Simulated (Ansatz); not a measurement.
# A hypothetical structure for Ca4Mg2SnW

This structure for Ca4Mg2SnW is made up. Its elements were placed in a known structure type with a cell scaled to their sizes. What cell does the guess relax to, and how far off was it?

Program: Ansatz 0.2.0. Level of theory: DFT, PBE, plane-wave PAW, files of the set soft_1, scalar-relativistic, no spin, cell and ions relaxed at zero pressure; PAW set soft_1, in the first sound run; inputs show where later runs differ. Results are calculated unless marked as measured.

### 1. Starting point

Symmetry: Amm2, No. 38, orthorhombic system. Conventional cell: a = 5.729 Å, b = 6.670 Å, c = 12.500 Å, α = 90.00°, β = 90.00°, γ = 90.00°. W has 2 Sn at 3.34 Å and 8 Ca at 3.46 to 3.57 Å and 2 Mg at 3.50 Å nearest. Sn has 2 W at 3.34 Å and 8 Ca at 3.49 to 3.59 Å and 2 Mg at 3.59 Å nearest. Ca has 4 Ca at 3.15 to 3.52 Å and 4 Mg at 3.37 to 3.71 Å and 2 W at 3.46 Å and 2 Sn at 3.54 Å nearest. Ca has 4 Ca at 3.32 to 3.47 Å and 4 Mg at 3.46 to 3.51 Å and 2 Sn at 3.49 to 3.59 Å and 2 W at 3.51 to 3.57 Å nearest. Mg has 2 Mg at 3.34 Å and 2 W at 3.50 Å and 8 Ca at 3.51 to 3.58 Å nearest. Mg has 2 Mg at 3.34 Å and 8 Ca at 3.37 to 3.71 Å and 2 Sn at 3.59 Å nearest. Farther neighbours are not listed.

### 2. Relaxation of the guess

The guess takes its coordinates from another compound and its volume from a rule, so the cell and any free coordinates are relaxed together.

input.yaml

```yaml
crystal:
  lattice:
    - [5.729, 0.0, 0.0]
    - [0.0, 3.335, 6.25]
    - [0.0, -3.335, 6.25]
  atoms:
    - { symbol: W, position: [0.5, 0.6685, 0.6685] }
    - { symbol: Sn, position: [0.5, 0.1664, 0.1664] }
    - { symbol: Ca, position: [0.0, 0.3421, 0.8141] }
    - { symbol: Ca, position: [0.0, 0.8141, 0.3421] }
    - { symbol: Ca, position: [0.5, 0.1722, 0.6702] }
    - { symbol: Ca, position: [0.5, 0.6702, 0.1722] }
    - { symbol: Mg, position: [0.0, 0.8287, 0.8287] }
    - { symbol: Mg, position: [0.0, 0.3396, 0.3396] }
kpoints:
  mp_grid: { grid: [5, 5, 5] }
scf:
  occupations: { method: fermi_dirac, width: 0.05 }
hamiltonian:
  xc: pbe
  pseudopotentials: { kind: paw, azcp: { folder: soft_1 } }
relax:
  f_tol: 0.015
  max_steps: 70
  cell: {}
output:
  forces: true
  stress: true
```

Run with:

```
$ ansatz run input.yaml --threads 4 --pin off --max-ram 10240MiB --backend cpu --events-out ev --progress --plain --runs-dir out
```

Numbers of over 12 decimals in the logs are rounded to 6 here.

The program printed:

```text
Engine: ansatz 0.2.0, aarch64-unknown-linux-gnu
Pseudopotentials: kind: paw
Pseudopotential: W, paw, valence charge 14, recommended cutoff 420 eV (normal), soft_1/W.paw.azcp
Pseudopotential: Sn, paw, valence charge 14, recommended cutoff 420 eV (normal), soft_1/Sn.paw.azcp
Pseudopotential: Ca, paw, valence charge 10, recommended cutoff 420 eV (normal), soft_1/Ca.paw.azcp
Pseudopotential: Mg, paw, valence charge 10, recommended cutoff 420 eV (normal), soft_1/Mg.paw.azcp
Functional definition: PBE
  parameter kappa = 0.804
  parameter beta = 0.066725
  exchange = pbe_x(kappa = kappa, mu = beta*pi^2/3)
  correlation = pbe_c(beta = beta)
Crystal: 8 atoms, lattice volume = 238.828 Å³
Basis set: ecut = 420 eV, 4677 PW (Γ), exchange–correlation on 80×96×96 points (8 copies of the dense FFT grid, shifted against one another)
Bands: 53, of which v1, the nominal top of the filled ones, is band 44 counted from 1 (43 counted from 0)
Symmetry: 4 space group operations
Space group: Amm2 (ITA 38), of the structure as read, at distance tolerance 6.2e-5 Å
k-points: 27 of 125 (time reversal used)
Non-local potential: W, projectors of the file, l = 0: 3, l = 1: 2, l = 2: 2, l = 3: 1
Non-local potential: Sn, projectors of the file, l = 0: 2, l = 1: 2, l = 2: 2, l = 3: 1
Non-local potential: Ca, projectors of the file, l = 0: 3, l = 1: 2, l = 2: 2
Non-local potential: Mg, projectors of the file, l = 0: 3, l = 1: 2, l = 2: 1
PAW form: soft (Blöchl's): semilocal exchange-correlation on the pseudo side does not see the compensation charge
PAW one-centre angular grid: W, 590 points (default); XC on 64 Gauss nodes
PAW one-centre angular grid: Sn, 590 points (default); XC on 64 Gauss nodes
PAW one-centre angular grid: Ca, 110 points (default); XC on 64 Gauss nodes
PAW one-centre angular grid: Mg, 110 points (default); XC on 64 Gauss nodes
Initial density: superposition of atomic densities (chi_scale 0.1, normalization cell, long waves kept (reshape's long-wave potential 0.02 eV rms))
Initial wavefunctions: pseudopotential atomic-orbital guess
Functional: x = pbe(κ = 0.804, μ = 0.219515), c = pbe(β = 0.066725)
SCF iter   1: F=—  HF=-27538.921640 eV  |F-HF|=—  |Δ(HF+E_count)|=         —  Δρ=1.04e-1  dr2=1.15e2  ethr=3.10e-3  ⟨swp⟩=15.0  Hψ=8818  notcnv=0
preconditioner: auto → Kerker (q_TF=auto, 2.310 Å⁻¹)  [metal: Δε(μ)=0.005 eV  Ē_g=2.860 eV  σ=0.050 eV  W_gap=0.03  n_scr=50 (ndim 8)  ℏωp=11.3 eV  f_vac=0.000  D(μ)=9.19/eV (n_scr^D=70)]
SCF iter   2: F=—  HF=-27523.838484 eV  |F-HF|=—  |Δ(HF+E_count)|=    1.51e1  Δρ=3.59e-2  dr2=1.20e1  ethr=3.10e-3  ⟨swp⟩=10.6  Hψ=7886  notcnv=0  defer=10
SCF iter   3: F=—  HF=-27523.061799 eV  |F-HF|=—  |Δ(HF+E_count)|=   7.77e-1  Δρ=1.92e-2  dr2=3.99e0  ethr=3.10e-3  ⟨swp⟩=5.1  Hψ=2390  notcnv=0  defer=5
SCF iter   4: F=—  HF=-27522.855912 eV  |F-HF|=—  |Δ(HF+E_count)|=   2.06e-1  Δρ=2.43e-2  dr2=4.75e0  ethr=3.10e-3  ⟨swp⟩=4.8  Hψ=2440  notcnv=0  defer=8
SCF iter   5: F=—  HF=-27522.679048 eV  |F-HF|=—  |Δ(HF+E_count)|=   1.77e-1  Δρ=2.04e-2  dr2=3.35e0  ethr=3.10e-3  ⟨swp⟩=2.0  Hψ=1652  notcnv=0  defer=4
SCF iter   6: F=—  HF=-27522.481770 eV  |F-HF|=—  |Δ(HF+E_count)|=   1.97e-1  Δρ=7.62e-3  dr2=4.32e-1  ethr=3.10e-3  ⟨swp⟩=2.8  Hψ=1657  notcnv=0  defer=4
SCF iter   7: F=—  HF=-27522.471539 eV  |F-HF|=—  |Δ(HF+E_count)|=   1.02e-2  Δρ=5.17e-4  dr2=9.09e-4  ethr=4.91e-4  ⟨swp⟩=4.2  Hψ=2121  notcnv=0  defer=3
SCF iter   8: F=—  HF=-27522.472783 eV  |F-HF|=—  |Δ(HF+E_count)|=   1.24e-3  Δρ=2.76e-4  dr2=4.31e-4  ethr=1.03e-6  ⟨swp⟩=3.1  Hψ=2521  notcnv=0  defer=2
SCF iter   9: F=—  HF=-27522.472727 eV  |F-HF|=—  |Δ(HF+E_count)|=   5.54e-5  Δρ=2.53e-4  dr2=4.50e-4  ethr=4.90e-7  ⟨swp⟩=2.2  Hψ=1843  notcnv=0  defer=2
SCF iter  10: F=—  HF=-27522.472700 eV  |F-HF|=—  |Δ(HF+E_count)|=   2.75e-5  Δρ=1.29e-4  dr2=1.26e-4  ethr=4.90e-7  ⟨swp⟩=1.0  Hψ=1429  notcnv=0  defer=2
SCF iter  11: F=—  HF=-27522.472695 eV  |F-HF|=—  |Δ(HF+E_count)|=   4.70e-6  Δρ=2.80e-5  dr2=5.59e-6  ethr=1.43e-7  ⟨swp⟩=2.0  Hψ=1487  notcnv=0  defer=2
SCF iter  12: F=—  HF=-27522.472557 eV  |F-HF|=—  |Δ(HF+E_count)|=   1.39e-4  Δρ=5.18e-6  dr2=2.33e-7  ethr=6.35e-9  ⟨swp⟩=2.1  Hψ=1690  notcnv=0  defer=2
SCF iter  13: F=-27522.472557 eV  HF=-27522.472557 eV  |F-HF|=1.04e-8  |Δ(HF+E_count)|=   1.96e-8  Δρ=1.47e-6  dr2=1.37e-8  ethr=1.14e-10  ⟨swp⟩=5.2  Hψ=5137  notcnv=0
SCF 1 converged in 13 iterations: F = -27522.472557 eV  dr2 = 1.37e-8
  greatest PAW one-centre occupation: 1.000 electrons in one spin orbital (limit 2), on the Mg atom at site 7 (counted from 0), in its partial waves of l = 0
relax step   1: F+E_penalty+E_count = -27522.47255661 eV  Δ(F+E_penalty+E_count) = +0.000e0 eV  max|allowed force component| = 7.443e-1 eV/Å  Δτ_max = 0.0000 Å  P = -3.560 GPa  Ω = 238.828 Å³  (13 SCF iters, dr2 threshold 1.00e-7 eV, accepted)
Crystal: 8 atoms, lattice volume = 215.939 Å³
Basis set: ecut = 420 eV, 4255 PW (Γ), exchange–correlation on 80×96×96 points (8 copies of the dense FFT grid, shifted against one another)
Initial density: handed on by an earlier stage of this run
Initial wavefunctions: those handed on with the density
iter 1 solved again at ethr=1.11e-3 eV; its pass at ethr=3.10e-3 eV (dr2=9.81e-1 eV) is discarded
SCF iter   1: F=—  HF=-27523.281727 eV  |F-HF|=—  |Δ(HF+E_count)|=         —  Δρ=1.20e-2  dr2=1.04e0  ethr=1.11e-3  ⟨swp⟩=1.0  Hψ=7740  notcnv=0
preconditioner: auto → Kerker (q_TF=auto, 2.349 Å⁻¹)  [metal: Δε(μ)=0.013 eV  Ē_g=3.447 eV  σ=0.050 eV  W_gap=0.07  n_scr=46 (ndim 8)  ℏωp=11.9 eV  f_vac=0.000  D(μ)=9.82/eV (n_scr^D=78)]
SCF iter   2: F=—  HF=-27523.150125 eV  |F-HF|=—  |Δ(HF+E_count)|=   1.32e-1  Δρ=6.14e-3  dr2=2.94e-1  ethr=1.11e-3  ⟨swp⟩=2.0  Hψ=1610  notcnv=0
SCF iter   3: F=—  HF=-27523.091063 eV  |F-HF|=—  |Δ(HF+E_count)|=   5.91e-2  Δρ=1.27e-3  dr2=1.48e-2  ethr=3.34e-4  ⟨swp⟩=2.1  Hψ=1921  notcnv=0
SCF iter   4: F=—  HF=-27523.088209 eV  |F-HF|=—  |Δ(HF+E_count)|=   2.85e-3  Δρ=4.36e-4  dr2=9.41e-4  ethr=1.68e-5  ⟨swp⟩=2.0  Hψ=1870  notcnv=0
SCF iter   5: F=—  HF=-27523.088084 eV  |F-HF|=—  |Δ(HF+E_count)|=   1.25e-4  Δρ=1.44e-4  dr2=7.82e-5  ethr=1.07e-6  ⟨swp⟩=2.3  Hψ=1974  notcnv=0
SCF iter   6: F=—  HF=-27523.087929 eV  |F-HF|=—  |Δ(HF+E_count)|=   1.55e-4  Δρ=4.60e-5  dr2=6.69e-6  ethr=8.89e-8  ⟨swp⟩=2.0  Hψ=1962  notcnv=0
SCF iter   7: F=-27523.087928 eV  HF=-27523.087928 eV  |F-HF|=2.25e-7  |Δ(HF+E_count)|=   5.22e-7  Δρ=1.34e-5  dr2=4.82e-7  ethr=9.09e-10  ⟨swp⟩=5.6  Hψ=5805  notcnv=0
SCF 2 converged in 7 iterations: F = -27523.087928 eV  dr2 = 4.82e-7
[...]
SCF iter   3: F=—  HF=-27523.200136 eV  |F-HF|=—  |Δ(HF+E_count)|=   1.11e-2  Δρ=6.97e-4  dr2=2.56e-3  ethr=4.89e-5  ⟨swp⟩=2.0  Hψ=2458  notcnv=0
SCF iter   4: F=—  HF=-27523.199682 eV  |F-HF|=—  |Δ(HF+E_count)|=   4.54e-4  Δρ=1.90e-4  dr2=1.19e-4  ethr=2.91e-6  ⟨swp⟩=2.0  Hψ=1666  notcnv=0
SCF iter   5: F=—  HF=-27523.199535 eV  |F-HF|=—  |Δ(HF+E_count)|=   1.47e-4  Δρ=6.74e-5  dr2=1.04e-5  ethr=1.36e-7  ⟨swp⟩=2.0  Hψ=1858  notcnv=0
SCF iter   6: F=—  HF=-27523.199534 eV  |F-HF|=—  |Δ(HF+E_count)|=   9.02e-7  Δρ=2.12e-5  dr2=1.08e-6  ethr=1.18e-8  ⟨swp⟩=2.2  Hψ=2542  notcnv=0
SCF iter   7: F=-27523.199534 eV  HF=-27523.199534 eV  |F-HF|=1.78e-8  |Δ(HF+E_count)|=   5.44e-8  Δρ=5.20e-6  dr2=7.41e-8  ethr=9.09e-10  ⟨swp⟩=5.0  Hψ=5012  notcnv=0
SCF 3 converged in 7 iterations: F = -27523.199534 eV  dr2 = 7.41e-8
  greatest PAW one-centre occupation: 1.000 electrons in one spin orbital (limit 2), on the Mg atom at site 6 (counted from 0), in its partial waves of l = 0
relax step   3: F+E_penalty+E_count = -27523.19953395 eV  Δ(F+E_penalty+E_count) = -1.116e-1 eV  max|allowed force component| = 7.098e-2 eV/Å  Δτ_max = 0.1397 Å  P = +0.883 GPa  Ω = 208.748 Å³  energy of the carried Pulay correction = +1.426e-3 eV  (7 SCF iters, dr2 threshold 8.00e-7 eV, accepted)
[...]
relax step   4: F+E_penalty+E_count = -27523.26382499 eV  Δ(F+E_penalty+E_count) = -6.429e-2 eV  max|allowed force component| = 1.517e-1 eV/Å  Δτ_max = 0.0652 Å  P = +1.001 GPa  Ω = 209.258 Å³  energy of the carried Pulay correction = +1.400e-3 eV  (6 SCF iters, dr2 threshold 8.00e-7 eV, accepted)
[...]
relax step   5: F+E_penalty+E_count = -27523.28353101 eV  Δ(F+E_penalty+E_count) = -1.971e-2 eV  max|allowed force component| = 8.164e-2 eV/Å  Δτ_max = 0.0379 Å  P = -0.051 GPa  Ω = 215.120 Å³  energy of the carried Pulay correction = +1.108e-3 eV  (6 SCF iters, dr2 threshold 8.00e-7 eV, accepted)
[...]
relax step   6: F+E_penalty+E_count = -27523.28593691 eV  Δ(F+E_penalty+E_count) = -2.406e-3 eV  max|allowed force component| = 1.787e-2 eV/Å  Δτ_max = 0.0171 Å  P = -0.040 GPa  Ω = 215.167 Å³  energy of the carried Pulay correction = +1.106e-3 eV  (6 SCF iters, dr2 threshold 4.17e-7 eV, accepted)
[...]
relax step   7: F+E_penalty+E_count = -27523.28618765 eV  Δ(F+E_penalty+E_count) = -2.507e-4 eV  max|allowed force component| = 2.416e-2 eV/Å  Δτ_max = 0.0141 Å  P = -0.004 GPa  Ω = 215.103 Å³  energy of the carried Pulay correction = +1.109e-3 eV  (6 SCF iters, dr2 threshold 1.99e-8 eV, accepted)
[...]
relax step   8: F+E_penalty+E_count = -27523.28634702 eV  Δ(F+E_penalty+E_count) = -1.594e-4 eV  max|allowed force component| = 5.022e-3 eV/Å  Δτ_max = 0.0086 Å  P = +0.002 GPa  Ω = 215.036 Å³  energy of the carried Pulay correction = +1.112e-3 eV  (6 SCF iters, dr2 threshold 3.65e-8 eV, accepted)
Basis set: ecut = 420 eV, 4237 PW (Γ), exchange–correlation on 72×96×96 points (8 copies of the dense FFT grid, shifted against one another)
Initial wavefunctions: pseudopotential atomic-orbital guess (no wavefunctions were taken with the density)
iter 1 solved again at ethr=5.99e-7 eV; its pass at ethr=3.10e-3 eV (dr2=5.27e-4 eV) is discarded
SCF iter   1: F=—  HF=-27523.285492 eV  |F-HF|=—  |Δ(HF+E_count)|=         —  Δρ=1.51e-4  dr2=2.05e-6  ethr=5.99e-7  ⟨swp⟩=3.1  Hψ=10939  notcnv=0
preconditioner: auto → Kerker (q_TF=auto, 2.351 Å⁻¹)  [metal: Δε(μ)=0.017 eV  Ē_g=3.526 eV  σ=0.050 eV  W_gap=0.08  n_scr=44 (ndim 8)  ℏωp=11.9 eV  f_vac=0.000  D(μ)=7.86/eV (n_scr^D=58)]
SCF iter   2: F=—  HF=-27523.285628 eV  |F-HF|=—  |Δ(HF+E_count)|=   1.36e-4  Δρ=7.67e-5  dr2=5.20e-7  ethr=2.33e-9  ⟨swp⟩=2.3  Hψ=2578  notcnv=0
SCF iter   3: F=—  HF=-27523.285680 eV  |F-HF|=—  |Δ(HF+E_count)|=   5.15e-5  Δρ=6.37e-6  dr2=8.87e-9  ethr=5.91e-10  ⟨swp⟩=2.0  Hψ=2635  notcnv=0
SCF iter   4: F=—  HF=-27523.285680 eV  |F-HF|=—  |Δ(HF+E_count)|=   2.84e-7  Δρ=7.53e-7  dr2=1.38e-9  ethr=1.01e-11  ⟨swp⟩=2.0  Hψ=2638  notcnv=0
SCF iter   5: F=—  HF=-27523.285680 eV  |F-HF|=—  |Δ(HF+E_count)|=  8.77e-10  Δρ=2.19e-7  dr2=2.49e-10  ethr=1.56e-12  ⟨swp⟩=2.2  Hψ=1727  notcnv=0
SCF iter   6: F=-27523.285680 eV  HF=-27523.285680 eV  |F-HF|=7.28e-12  |Δ(HF+E_count)|=  2.18e-11  Δρ=6.74e-8  dr2=1.65e-11  ethr=1.00e-12  ⟨swp⟩=5.0  Hψ=5149  notcnv=0
SCF 9 converged in 6 iterations: F = -27523.285680 eV  dr2 = 1.65e-11
relax step   9: F+E_penalty+E_count = -27523.28567995 eV  Δ(F+E_penalty+E_count) = +6.671e-4 eV  max|allowed force component| = 4.983e-3 eV/Å  Δτ_max = 0.0000 Å  P = +0.000 GPa  Ω = 215.036 Å³  stress off target by 8.24e-3 GPa  SCF on the basis re-selected at this cell (its energy is not comparable with the rows above)  (6 SCF iters)
basis re-selected at this cell: Δ(F+E_penalty+E_count) = +6.671e-4 eV, ΔP = -0.001 GPa vs the last step (what re-selecting the basis moved, of the pressure what is left beyond the Pulay correction that the steps carried, after the strain that the cell walked since its last selection, with what the two solves' SCF thresholds leave and, on support functions, any second-order correction that the steps lacked; it is no measure of the basis error at this ecutwfc). The dense FFT grid was sized anew with the basis: this SCF ran on 36×48×48 points, the steps before it on 40×48×48, so part of this shift can come from that change (see relax.cell in the input reference). [rest of the remark cut]
SCF converged after 6 iterations
Free energy (F): -27523.285680 eV
Harris-Foulkes:  -27523.285680 eV  (|F-HF|=7.28e-12)
Internal energy: -27523.221537 eV  (E = F + TS)
E sigma→0 (E₀):  -27523.253609 eV
Entropy (-TS):   -0.064143 eV (-8.018 meV/atom)
Fermi energy:    8.107632 eV
--- Per-component energies (eV) ---
  E_band       = -1580.982978
  E_kinetic    = 1744.075346
  E_local      = -8562.271991  (includes V_loc(G=0)·N_el)
  E_nonlocal   = 873.743188
  E_hartree    = 3117.967938
  E_xc         = -953.379369
  E_vxc        = -1008.975506  (∫ρ·V_xc dr)
  E_paw        = -17011.528861  (= ΣΔE_a)
  E_vpaw       = -863.490105  (= ΣTr[D̂ρ^β])
  E_aug_tail   = 0.000126  (compensation charges beyond the density's cutoff)
  E_ewald      = -6731.827913
  E_smearing   = -0.064143  (= −TS)
  E_closure    = -0.000000  (closes the sum)
  Σ components = -27523.285680   (vs F -27523.285680, Δ=0.00e0)
--- Forces (eV/Å), atoms counted from 1 ---
  atom   1  W     -0.00000000     0.00000000     0.00498280
  atom   2  Sn     0.00000000     0.00000000    -0.00189542
  atom   3  Ca    -0.00000000     0.00003855    -0.00045877
  atom   4  Ca    -0.00000000    -0.00003855    -0.00045877
  atom   5  Ca     0.00000000     0.00386952     0.00017305
  atom   6  Ca     0.00000000    -0.00386952     0.00017305
  atom   7  Mg    -0.00000000     0.00000000    -0.00187009
  atom   8  Mg     0.00000000     0.00000000    -0.00064668
  max |Σ_I F_I| component: 8.34e-7 eV/Å
--- Stress (GPa, compression-positive) ---
       -0.002926      -0.000000       0.000000
       -0.000000       0.008238      -0.000000
        0.000000      -0.000000      -0.004253
  P = ⅓ Tr σ = 0.0004 GPa (0.004 kbar)
--- Relaxed structure (8 steps of the walk, 8 accepted, 1 SCFs on fresh bases) ---
  F+E_penalty+E_count = -27523.28567995 eV   max|allowed force component| = 4.983e-3 eV/Å   (the final SCF, on the basis selected at the relaxed cell)
  cell:  # Å, volume = 215.0362 Å³
    - [5.212230, 0.0, 0.0]
    - [0.0, 3.535565, 5.834440]
    - [0.0, -3.535565, 5.834440]
  atoms:
    - { symbol: W, position: [0.500000, 0.678415, 0.678415] }
    - { symbol: Sn, position: [0.500000, 0.164975, 0.164975] }
    - { symbol: Ca, position: [0, 0.356309, 0.838220] }
    - { symbol: Ca, position: [0, 0.838220, 0.356309] }
    - { symbol: Ca, position: [0.500000, 0.155412, 0.660652] }
    - { symbol: Ca, position: [0.500000, 0.660652, 0.155412] }
    - { symbol: Mg, position: [0, 0.818349, 0.818349] }
    - { symbol: Mg, position: [0, 0.329468, 0.329468] }
```

Wall time 53 s (4 threads of Arm Neoverse V2, shared host); peak memory 0.61 GiB.

Step by step:

| step | energy less that of the first step (eV) | largest force component (eV/Å) | pressure (GPa) | volume (Å³) |
| --- | --- | --- | --- | --- |
| 1 | 0.0000 | 0.7443 | -3.56 | 238.83 |
| 2 | -0.6154 | 0.3376 | -0.52 | 215.94 |
| 3 | -0.7270 | 0.0710 | 0.88 | 208.75 |
| 4 | -0.7913 | 0.1517 | 1.00 | 209.26 |
| 5 | -0.8110 | 0.0816 | -0.05 | 215.12 |
| 6 | -0.8134 | 0.0179 | -0.04 | 215.17 |
| 7 | -0.8136 | 0.0242 | 0.00 | 215.10 |
| 8 | -0.8138 | 0.0050 | 0.00 | 215.04 |
| 9* | -0.8131 | 0.0050 | 0.00 | 215.04 |

Relaxation steps marked * repeat the geometry before them on a plane-wave basis chosen anew for their cell, so energy and pressure can jump there.

Forces are held to the 4 operations that the run works with; a distortion that breaks them can't arise in this run.

| conventional cell, symmetrised | before | after | change |
| --- | --- | --- | --- |
| a (Å) | 5.729 | 5.212 | -9.0 % |
| b (Å) | 6.670 | 7.071 | +6.0 % |
| c (Å) | 12.500 | 11.669 | -6.6 % |
| volume (Å³/atom) | 29.85 | 26.88 | -10.0 % |

The atoms that moved most (Å, as changes of fractional coordinates times the final cell):

| atom | dx | dy | dz | length |
| --- | --- | --- | --- | --- |
| Ca4 | 0.000 | 0.035 | 0.224 | 0.226 |
| Ca3 | 0.000 | -0.035 | 0.224 | 0.226 |
| Ca5 | 0.000 | -0.026 | -0.154 | 0.156 |
| Ca6 | 0.000 | 0.026 | -0.154 | 0.156 |
| Mg7 | 0.000 | 0.000 | -0.121 | 0.121 |
| Mg8 | 0.000 | 0.000 | -0.118 | 0.118 |
| W1 | 0.000 | 0.000 | 0.116 | 0.116 |
| Sn2 | 0.000 | 0.000 | -0.017 | 0.017 |

The relaxed structure:

```cif
data_structure
_symmetry_space_group_name_H-M 'P 1'
_symmetry_Int_Tables_number 1
_cell_length_a 5.2122
_cell_length_b 6.8221
_cell_length_c 6.8221
_cell_angle_alpha 62.430
_cell_angle_beta 90.000
_cell_angle_gamma 90.000
_cell_volume 215.04
loop_
_atom_site_label
_atom_site_type_symbol
_atom_site_fract_x
_atom_site_fract_y
_atom_site_fract_z
_atom_site_occupancy
W1 W 0.50000 0.67841 0.67841 1
Sn2 Sn 0.50000 0.16498 0.16498 1
Ca3 Ca 0.00000 0.35631 0.83822 1
Ca4 Ca 0.00000 0.83822 0.35631 1
Ca5 Ca 0.50000 0.15541 0.66065 1
Ca6 Ca 0.50000 0.66065 0.15541 1
Mg7 Mg 0.00000 0.81835 0.81835 1
Mg8 Mg 0.00000 0.32947 0.32947 1
```

This step gave:

```
free energy             : -27523.2857 eV
energy at zero smearing : -27523.2536 eV
smearing term TS        : 0.06414 eV
Fermi energy            : 8.108 eV
electrons               : 88
symmetry operations     : 4
pressure                : 3.53e-4 GPa
```

Shortest distances by pair of elements, guess and relaxed (not always the same contact):

| pair | guess (Å) | relaxed (Å) |
| --- | --- | --- |
| Mg–W | 3.495 | 3.075 |
| Ca–Mg | 3.371 | 3.092 |
| Ca–W | 3.458 | 3.200 |
| Mg–Sn | 3.591 | 3.237 |
| Ca–Sn | 3.492 | 3.282 |

The relaxation ends with a largest force component of 0.0050 eV/Å and a pressure of 0.00 GPa.

[end of part 1 of 2]

[Logs are printed without paths, hosts, clocks, repeated set-up lines and the standing remarks that a program may print on its own settings, such as how far it seeks lower states.]

[Hosts, paths, dates, database ids (printed as entryN), source tags and the programs' standing remarks are cut or masked in the printed files.]
